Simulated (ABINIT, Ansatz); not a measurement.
# Quasiparticle gap of Na2LiIrF6 (Fm-3m) in ABINIT

How does a plane-wave GW calculation on Na2LiIrF6 (Fm-3m) run from the first input to the gap?

Method: LDA and many-body steps on it, plane waves, in ABINIT 10.8.3.

### 1. Starting point

The structure is cubic, space group Fm-3m (No. 225). The conventional cell has a = 8.010 Å, b = 8.010 Å, c = 8.010 Å, α = 90.00°, β = 90.00°, γ = 90.00°. Nearest to Na lie 12 F at 2.83 Å. Nearest to Li lie 6 F at 1.98 Å. Ir has 6 F at 2.02 Å nearest. F has 1 Li at 1.98 Å and 1 Ir at 2.02 Å and 4 Na at 2.83 Å nearest. Farther neighbours, and contacts between anions beyond the nearest, are not listed.

The cell and positions are those that the Materials Project relaxed with its own functionals (PBE, PBE+U or r2SCAN), kept fixed.

### 2. Ground state

This step: ABINIT 10.8.3; DFT, LDA, plane waves, norm-conserving pseudopotentials.

The ground-state density comes first.

run.abi reads:

```
acell 3*1.0 Angstrom
rprim 
  0.000000000000 4.004814000000 4.004814000000
  4.004814000000 0.000000000000 4.004814000000
  4.004814000000 4.004814000000 -0.000000000000
ntypat 4
znucl 11 3 77 9
natom 10
typat 1 1 2 3 4 4 4 4 4 4
xred 
  0.750000000000 0.750000000000 0.750000000000
  0.250000000000 0.250000000000 0.250000000000
  0.500000000000 0.500000000000 0.500000000000
  0.000000000000 0.000000000000 0.000000000000
  0.747678000000 0.252322000000 0.252322000000
  0.252322000000 0.252322000000 0.747678000000
  0.252322000000 0.747678000000 0.747678000000
  0.252322000000 0.747678000000 0.252322000000
  0.747678000000 0.252322000000 0.747678000000
  0.747678000000 0.747678000000 0.252322000000
pp_dirpath "pseudos"
pseudos "Na.upf, Li.upf, Ir.upf, F.upf"
ecut 38
ngkpt 4 4 4
nshiftk 1
shiftk 0 0 0
kptopt 1
chksymbreak 0
nband 49
occopt 1
tolvrs 1e-10
nstep 60
prtwf 0
optforces 0
optstress 0
indata_prefix "in"
outdata_prefix "out"
tmpdata_prefix "tmp"
```

Launch:

```console
OMP_NUM_THREADS=1 mpirun -n 4 abinit run.abi > log
```

Log:

```text
.Version 10.8.3 of ABINIT. v10.8.2 released Aug 2026.

 Symmetries : space group Fm -3 m (#225); Bravais cF (face-center cubic)
================================================================================
 Values of the parameters that define the memory need of the present run
     intxc =       0    ionmov =       0      iscf =       7    lmnmax =       8
     lnmax =       8     mgfft =      60  mpssoang =       4    mqgrid =    3001
     natom =      10  nloc_mem =       1    nspden =       1   nspinor =       1
    nsppol =       1      nsym =      48    n1xccc =    2501    ntypat =       4
    occopt =       1   xclevel =       1
-    mband =          49        mffmem =           1         mkmem =           2
       mpw =        9700          nfft =      216000          nkpt =           8
================================================================================
  Rough estimation (10% accuracy) of disk space for files :
================================================================================

--------------------------------------------------------------------------------
------------- Echo of variables that govern the present computation ------------
--------------------------------------------------------------------------------
 -outvars: echo values of preprocessed input variables --------
            acell      1.8897261259E+00  1.8897261259E+00  1.8897261259E+00 Bohr

      chksymbreak           0
             ecut      3.80000000E+01 Hartree
-          fftalg         312

              ixc       -1012
              kpt      0.00000000E+00  0.00000000E+00  0.00000000E+00
                       2.50000000E-01  0.00000000E+00  0.00000000E+00
                       5.00000000E-01  0.00000000E+00  0.00000000E+00
                       2.50000000E-01  2.50000000E-01  0.00000000E+00
                       5.00000000E-01  2.50000000E-01  0.00000000E+00
                      -2.50000000E-01  2.50000000E-01  0.00000000E+00
                       5.00000000E-01  5.00000000E-01  0.00000000E+00
                      -2.50000000E-01  5.00000000E-01  2.50000000E-01
         kptrlatt        4    0    0      0    4    0      0    0    4
          kptrlen      4.28110823E+01
P           mkmem           2
            natom          10
            nband          49
            ngfft          60      60      60
             nkpt           8
            nstep          60
             nsym          48
           ntypat           4
              occ      2.000000  2.000000  2.000000  2.000000  2.000000  2.000000
                       2.000000  2.000000  2.000000  2.000000  2.000000  2.000000
                       2.000000  2.000000  2.000000  2.000000  2.000000  2.000000
                       2.000000  2.000000  2.000000  2.000000  2.000000  2.000000
                       2.000000  2.000000  2.000000  2.000000  2.000000  2.000000
                       2.000000  2.000000  2.000000  2.000000  2.000000  2.000000
                       2.000000  2.000000  2.000000  2.000000  0.000000  0.000000
                       0.000000  0.000000  0.000000  0.000000  0.000000  0.000000
                       0.000000
        optforces           0
        optstress           0
            prtwf           0
            rprim      0.0000000000E+00  4.0048140000E+00  4.0048140000E+00
                       4.0048140000E+00  0.0000000000E+00  4.0048140000E+00
                       4.0048140000E+00  4.0048140000E+00 -0.0000000000E+00
          spgroup         225

           tolvrs      1.00000000E-10

             xred      7.5000000000E-01  7.5000000000E-01  7.5000000000E-01
                       2.5000000000E-01  2.5000000000E-01  2.5000000000E-01
[...]
znucl       11.00000    3.00000   77.00000    9.00000

================================================================================

 chkinp: Checking input parameters for consistency.

================================================================================
== DATASET  1 ==================================================================
-   mpi_nproc: 4, omp_nthreads: 1 (-1 if OMP is not activated)

--- !DatasetInfo
iteration_state: {dtset: 1, }
dimensions: {natom: 10, nkpt: 8, mband: 49, nsppol: 1, nspinor: 1, nspden: 1, mpw: 9700, }
cutoff_energies: {ecut:  38.0, pawecutdg:  -1.0, }
electrons: {nelect:   8.00000000E+01, charge:   0.00000000E+00, occopt:   1.00000000E+00, tsmear:   1.00000000E-02, }

 Real(R)+Recip(G) space primitive vectors, cartesian coordinates (Bohr,Bohr^-1):
 R(1)=  0.0000000  7.5680016  7.5680016  G(1)= -0.0660676  0.0660676  0.0660676
 R(2)=  7.5680016  0.0000000  7.5680016  G(2)=  0.0660676 -0.0660676  0.0660676
 R(3)=  7.5680016  7.5680016  0.0000000  G(3)=  0.0660676  0.0660676 -0.0660676
 Unit cell volume ucvol=  8.6690927E+02 bohr^3
 Angles (23,13,12)=  6.00000000E+01  6.00000000E+01  6.00000000E+01 degrees

 getcut: wavevector=  0.0000  0.0000  0.0000  ngfft=  60  60  60
         ecut(hartree)=     38.000   => boxcut(ratio)=   2.02022

--- Pseudopotential description ------------------------------------------------
- Na Generated using ONCVPSP code by D. R. Hamann
- 11.00000   9.00000  180309                  znucl, zion, pspdat
12 -1012 1 -1 1968                            pspcod,pspxc,lmax,lloc,mmax
     nproj     2     2     0     0
  pspatm : epsatm=    9.37365322
[...]
nproj     2     2     2     2
  pspatm : epsatm=   27.56253566
         --- l  ekb(1:nproj) -->
[...]
pspatm: atomic psp has been read  and splines computed

- F Generated using ONCVPSP code by D. R. Hamann
-  9.00000   7.00000  201202                  znucl, zion, pspdat
12 -1012 2 -1 824                             pspcod,pspxc,lmax,lloc,mmax
     nproj     2     2     1     0
  pspatm : epsatm=    4.94580260
         --- l  ekb(1:nproj) -->
[...]
2   -2.364936
 pspatm: atomic psp has been read  and splines computed

   6.28790482E+03                                ecore*ucvol(ha*bohr**3)
--------------------------------------------------------------------------------

_setup2: Arith. and geom. avg. npw (full set) are    9694.141    9694.113

================================================================================

--- !BeginCycle
iteration_state: {dtset: 1, }
solver: {iscf: 7, nstep: 60, nline: 4, wfoptalg: 0, }
tolerances: {tolvrs: 1.00E-10, }

     iter   Etot(hartree)      deltaE(h)  residm     vres2
 ETOT  1  -360.46344933888    -3.605E+02 1.727E-01 1.530E+03
 ETOT  2  -360.56965539920    -1.062E-01 4.991E-03 1.995E+03
 ETOT  3  -361.03618532924    -4.665E-01 1.402E-02 1.122E+02
 ETOT  4  -361.04704935032    -1.086E-02 1.071E-03 1.139E+01
 ETOT  5  -361.04848628689    -1.437E-03 1.652E-03 1.100E+00
 ETOT  6  -361.04862931163    -1.430E-04 4.014E-04 9.435E-03
 ETOT  7  -361.04862990696    -5.953E-07 4.185E-04 4.540E-04
 ETOT  8  -361.04862996985    -6.289E-08 1.518E-04 2.525E-05
 ETOT  9  -361.04862997416    -4.302E-09 3.888E-04 3.685E-06
 ETOT 10  -361.04862997475    -5.887E-10 2.385E-04 1.166E-07
 ETOT 11  -361.04862997475    -4.320E-12 4.910E-04 1.727E-09
 ETOT 12  -361.04862997476    -1.216E-11 2.569E-04 1.360E-10
 ETOT 13  -361.04862997476    -2.672E-12 4.314E-04 3.358E-12

 At SCF step   13       vres2   =  3.36E-12 < tolvrs=  1.00E-10 =>converged.

--- !ResultsGS
iteration_state: {dtset: 1, }
comment   : Summary of ground state results
lattice_vectors:
- [  0.0000000,   7.5680016,   7.5680016, ]
- [  7.5680016,   0.0000000,   7.5680016, ]
- [  7.5680016,   7.5680016,  -0.0000000, ]
lattice_lengths: [  10.70277,   10.70277,   10.70277, ]
lattice_angles: [ 60.000,  60.000,  60.000, ] # degrees, (23, 13, 12)
lattice_volume:   8.6690927E+02
convergence: {deltae: -2.672E-12, res2:  3.358E-12, residm:  4.314E-04, diffor:  0.000E+00, }
etotal    :  -3.61048630E+02
entropy   :   0.00000000E+00
fermie    :   9.28298662E-02
cartesian_stress_tensor: null
pressure_GPa: null
xred      :
- [  7.5000E-01,   7.5000E-01,   7.5000E-01, Na]
- [  2.5000E-01,   2.5000E-01,   2.5000E-01, Na]
- [  5.0000E-01,   5.0000E-01,   5.0000E-01, Li]
- [  0.0000E+00,   0.0000E+00,   0.0000E+00, Ir]
- [  7.4768E-01,   2.5232E-01,   2.5232E-01,  F]
- [  2.5232E-01,   2.5232E-01,   7.4768E-01,  F]
- [  2.5232E-01,   7.4768E-01,   7.4768E-01,  F]
- [  2.5232E-01,   7.4768E-01,   2.5232E-01,  F]
- [  7.4768E-01,   2.5232E-01,   7.4768E-01,  F]
- [  7.4768E-01,   7.4768E-01,   2.5232E-01,  F]
cartesian_forces: null
force_length_stats: {min: null, max: null, mean: null, }

 Integrated electronic density in atomic spheres:
 ------------------------------------------------
 Atom  Sphere_radius  Integrated_density
[...]
================================================================================

 ----iterations are completed or convergence reached----

 Mean square residual over all n,k,spin=   12.313E-07; max=  43.137E-05
 reduced coordinates (array xred) for   10 atoms
[...]
0.252322      0.252322      0.747678
       0.252322      0.747678      0.747678
       0.252322      0.747678      0.252322
       0.747678      0.252322      0.747678
       0.747678      0.747678      0.252322
 rms dE/dt=  0.0000E+00; max dE/dt=  0.0000E+00; dE/dt below (all hartree)
    1       0.000000      0.000000      0.000000
    2       0.000000      0.000000      0.000000
    3       0.000000      0.000000      0.000000
    4       0.000000      0.000000      0.000000
    5       0.000000      0.000000      0.000000
    6       0.000000      0.000000      0.000000
    7       0.000000      0.000000      0.000000
    8       0.000000      0.000000      0.000000
    9       0.000000      0.000000      0.000000
   10       0.000000      0.000000      0.000000

 cartesian coordinates (angstrom) at end:
[...]
6      4.004814     4.004814     2.021005
    7      5.988623     4.004814     4.004814
    8      4.004814     2.021005     4.004814
    9      4.004814     5.988623     4.004814
   10      4.004814     4.004814     5.988623
 length scales=  1.889726  1.889726  1.889726 bohr
              =  1.000000  1.000000  1.000000 angstroms
 prteigrs : about to open file out_EIG
 Fermi (or HOMO) energy (hartree) =   0.09283   Average Vxc (hartree)=  -0.36919
 Eigenvalues (hartree) for nkpt=   8  k points:
 kpt#   1, nband= 49, wtk=  0.01563, kpt=  0.0000  0.0000  0.0000 (reduced coord)
  -3.29617   -1.77734   -1.77732   -1.70648   -1.70648   -1.70648   -1.49309   -0.76625
  -0.76625   -0.76625   -0.76597   -0.76597   -0.76597   -0.76513   -0.74439   -0.74439
  -0.74314   -0.74314   -0.74314   -0.18360   -0.15002   -0.15002   -0.13511   -0.13511
  -0.13511   -0.12838   -0.12838   -0.12838   -0.05908   -0.05908   -0.05908   -0.05686
  -0.05686   -0.05686   -0.03670   -0.03670   -0.03670    0.08101    0.08101    0.08101
   0.17186    0.18915    0.18915    0.33235    0.41552    0.42322    0.42322    0.42322
   0.43881
 prteigrs : prtvol=0 or 1, do not print more k-points.

--- !EnergyTerms
iteration_state     : {dtset: 1, }
comment             : Components of total free energy in Hartree
kinetic             :  1.894356E+02
hartree             :  1.120558E+02
xc                  : -6.856646E+01
Ewald energy        : -2.114862E+02
psp_core            :  7.253244E+00
local_psp           : -3.452084E+02
non_local_psp       : -4.453222E+01
total_energy        : -3.610486E+02
total_energy_eV     : -9.824634E+03
band_energy         : -4.810261E+01

== END DATASET(S) ==============================================================
================================================================================

 -outvars: echo values of variables after computation  --------
           etotal     -3.6104862997E+02
            nband          49
             nkpt           8
          spgroup         225
 [... the other variables as echoed above ...]

 Calculation completed.
```

It took 2 min on 4 MPI ranks of Arm Neoverse N1, shared host; peak memory 0.51 GiB.

Read from the output:

- total energy: -9824.6337 eV
- gap: 2.036 eV
- k of the valence top: 0.5, 0.5, 0
- k of the conduction bottom: 0.5, 0.5, 0
- least direct gap: 2.036 eV

The gap is direct, at (0.500, 0.500, 0.000).

### 3. Empty states on the mesh, 2×2×2 mesh, 272 bands

The sums over transitions need many empty states on a uniform mesh; this step solves for them.

run.abi: that of step 2 with these lines changed.

```diff
@@ -23,3 +23,3 @@
 ecut 38
-ngkpt 4 4 4
+ngkpt 2 2 2
 nshiftk 1
@@ -28,9 +28,10 @@
 chksymbreak 0
-nband 49
-occopt 1
-tolvrs 1e-10
+iscf -2
+irdden 1
+istwfk *1
+nband 272
+nbdbuf 24
+tolwfr 1e-09
 nstep 60
-prtwf 0
-optforces 0
-optstress 0
+prtvol 0
 indata_prefix "in"
```

Log:

```text
.Version 10.8.3 of ABINIT. v10.8.2 released Aug 2026.

 Symmetries : space group Fm -3 m (#225); Bravais cF (face-center cubic)
[... echo of the input left out ...]
== DATASET  1 ==================================================================
-   mpi_nproc: 4, omp_nthreads: 1 (-1 if OMP is not activated)
-    --> not optimal distribution: autoparal keyword recommended in input file <--

--- !DatasetInfo
iteration_state: {dtset: 1, }
dimensions: {natom: 10, nkpt: 3, mband: 272, nsppol: 1, nspinor: 1, nspden: 1, mpw: 9756, }
cutoff_energies: {ecut:  38.0, pawecutdg:  -1.0, }
electrons: {nelect:   8.00000000E+01, charge:   0.00000000E+00, occopt:   1.00000000E+00, tsmear:   1.00000000E-02, }

 Real(R)+Recip(G) space primitive vectors, cartesian coordinates (Bohr,Bohr^-1):
 R(1)=  0.0000000  7.5680016  7.5680016  G(1)= -0.0660676  0.0660676  0.0660676
 R(2)=  7.5680016  0.0000000  7.5680016  G(2)=  0.0660676 -0.0660676  0.0660676
 R(3)=  7.5680016  7.5680016  0.0000000  G(3)=  0.0660676  0.0660676 -0.0660676
 Unit cell volume ucvol=  8.6690927E+02 bohr^3
 Angles (23,13,12)=  6.00000000E+01  6.00000000E+01  6.00000000E+01 degrees

 getcut: wavevector=  0.0000  0.0000  0.0000  ngfft=  60  60  60
         ecut(hartree)=     38.000   => boxcut(ratio)=   2.02022

--- Pseudopotential description ------------------------------------------------
- Na Generated using ONCVPSP code by D. R. Hamann
- 11.00000   9.00000  180309                  znucl, zion, pspdat
12 -1012 1 -1 1968                            pspcod,pspxc,lmax,lloc,mmax
     nproj     2     2     0     0
  pspatm : epsatm=    9.37365322
         --- l  ekb(1:nproj) -->
             0    2.664741   -0.674314
             1   -6.796556   -2.419774
 pspatm: atomic psp has been read  and splines computed

- Li Generated using ONCVPSP code by D. R. Hamann
-  3.00000   3.00000  180309                  znucl, zion, pspdat
12 -1012 1 -1 1944                            pspcod,pspxc,lmax,lloc,mmax
     nproj     2     2     0     0
  pspatm : epsatm=    2.61415252
         --- l  ekb(1:nproj) -->
             0   -4.854561   -1.448487
[...]
pspatm: atomic psp has been read  and splines computed

- Ir Generated using ONCVPSP code by D. R. Hamann
- 77.00000  17.00000  180309                  znucl, zion, pspdat
12 -1012 3 -1 1296                            pspcod,pspxc,lmax,lloc,mmax
     nproj     2     2     2     2
  pspatm : epsatm=   27.56253566
         --- l  ekb(1:nproj) -->
[...]
pspatm: atomic psp has been read  and splines computed

- F Generated using ONCVPSP code by D. R. Hamann
-  9.00000   7.00000  201202                  znucl, zion, pspdat
12 -1012 2 -1 824                             pspcod,pspxc,lmax,lloc,mmax
     nproj     2     2     1     0
  pspatm : epsatm=    4.94580260
         --- l  ekb(1:nproj) -->
[...]
2   -2.364936
[...]
5.40E-11  2.96E-10  7.37E-10  7.31E-11  7.78E-11  1.43E-10  5.03E-11  9.41E-11
[...]
-3.2962E+00 -1.7773E+00 -1.7773E+00 -1.7065E+00 -1.7065E+00 -1.7065E+00
 -1.4931E+00 -7.6625E-01 -7.6625E-01 -7.6625E-01 -7.6597E-01 -7.6597E-01
 -7.6597E-01 -7.6513E-01 -7.4439E-01 -7.4439E-01 -7.4314E-01 -7.4314E-01
[...]
2.9440E+00  2.9440E+00  2.9458E+00  2.9458E+00  2.9494E+00  2.9494E+00
  2.9494E+00  2.9521E+00  2.9716E+00  2.9732E+00  2.9732E+00  2.9892E+00
  2.9892E+00  2.9892E+00
 prteigrs : prtvol=0 or 1, do not print more k-points.

--- !ResultsGS
iteration_state: {dtset: 1, }
comment   : Summary of ground state results
lattice_vectors:
- [  0.0000000,   7.5680016,   7.5680016, ]
- [  7.5680016,   0.0000000,   7.5680016, ]
- [  7.5680016,   7.5680016,  -0.0000000, ]
lattice_lengths: [  10.70277,   10.70277,   10.70277, ]
lattice_angles: [ 60.000,  60.000,  60.000, ] # degrees, (23, 13, 12)
lattice_volume:   8.6690927E+02
convergence: {deltae:  0.000E+00, res2:  0.000E+00, residm:  9.988E-10, diffor:  0.000E+00, }
etotal    :  -3.61048630E+02
entropy   :   0.00000000E+00
fermie    :   9.28298662E-02
cartesian_stress_tensor: null
pressure_GPa: null
xred      :
- [  7.5000E-01,   7.5000E-01,   7.5000E-01, Na]
- [  2.5000E-01,   2.5000E-01,   2.5000E-01, Na]
- [  5.0000E-01,   5.0000E-01,   5.0000E-01, Li]
- [  0.0000E+00,   0.0000E+00,   0.0000E+00, Ir]
- [  7.4768E-01,   2.5232E-01,   2.5232E-01,  F]
- [  2.5232E-01,   2.5232E-01,   7.4768E-01,  F]
- [  2.5232E-01,   7.4768E-01,   7.4768E-01,  F]
- [  2.5232E-01,   7.4768E-01,   2.5232E-01,  F]
- [  7.4768E-01,   2.5232E-01,   7.4768E-01,  F]
- [  7.4768E-01,   7.4768E-01,   2.5232E-01,  F]
cartesian_forces: null
force_length_stats: {min: null, max: null, mean: null, }

 Integrated electronic density in atomic spheres:
 ------------------------------------------------
 Atom  Sphere_radius  Integrated_density
[...]
================================================================================

 ----iterations are completed or convergence reached----

 Mean square residual over all n,k,spin=   36.997E-11; max=  99.883E-11
 reduced coordinates (array xred) for   10 atoms
[...]
0.747678      0.252322      0.747678
       0.747678      0.747678      0.252322

 cartesian coordinates (angstrom) at end:
    1      6.007221     6.007221     6.007221
    2      2.002407     2.002407     2.002407
    3      4.004814     4.004814     4.004814
[...]
9      4.004814     5.988623     4.004814
   10      4.004814     4.004814     5.988623
 length scales=  1.889726  1.889726  1.889726 bohr
              =  1.000000  1.000000  1.000000 angstroms
 prteigrs : about to open file out_EIG
 Eigenvalues (hartree) for nkpt=   3  k points:
 kpt#   1, nband=272, wtk=  0.12500, kpt=  0.0000  0.0000  0.0000 (reduced coord)
[...]
2.94015    2.94402    2.94402    2.94402    2.94582    2.94582    2.94936    2.94936
   2.94937    2.95211    2.97159    2.97318    2.97318    2.98919    2.98919    2.98919
 prteigrs : prtvol=0 or 1, do not print more k-points.

== END DATASET(S) ==============================================================
================================================================================

 -outvars: echo values of variables after computation  --------
            nband         272
             nkpt           3
          spgroup         225
 [... the other variables as echoed above ...]

 Calculation completed.
```

The job ended after 4.5 min (4 MPI ranks; peak memory 0.49 GiB; 18 min of CPU time).

Read from the output:

```
gap                                                           : 2.036 eV
k of the valence top                                          : 0.5, 0.5, 0
k of the conduction bottom                                    : 0.5, 0.5, 0
least direct gap                                              : 2.036 eV
k points computed                                             : 3
lowest point of the top converged band, above the valence top : 73.8650 eV
```

On this mesh the gap is 2.036 eV.

(Part 1 of 2 ends here.)

[Long decimals in the printed logs are rounded to 6 places.]

[Logs are printed without paths, hosts, clocks, repeated set-up lines and the standing remarks that a program may print on its own settings, such as how far it seeks lower states.]

[Paths, hosts, dates, memory and timing lines, banners, echoed tables and standing remarks are left out of the program output; an Ansatz launch command may be rebuilt from the run's recorded settings. Measured values are a selection of at most five: reports struck by readers or far from the other reports are left out. None is set beside runs whose start may be inverted or whose files or cutoffs have a known fault.]

[Runs of the session that timed out or met a known fault of the program may be left out.]

[Hosts, paths, dates, database ids (printed as entryN), source tags and the programs' standing remarks are cut or masked in the printed files.]

[G0W0 gaps are taken among the corrected bands and points alone; a level outside them can change the order at an edge.]

[Where Ansatz stands beside ABINIT at settings called matched, ABINIT's density can come from a denser mesh and the files from another edition; pairs whose starting gaps differed by over 0.03 eV were left out, so agreement reads better than it is.]
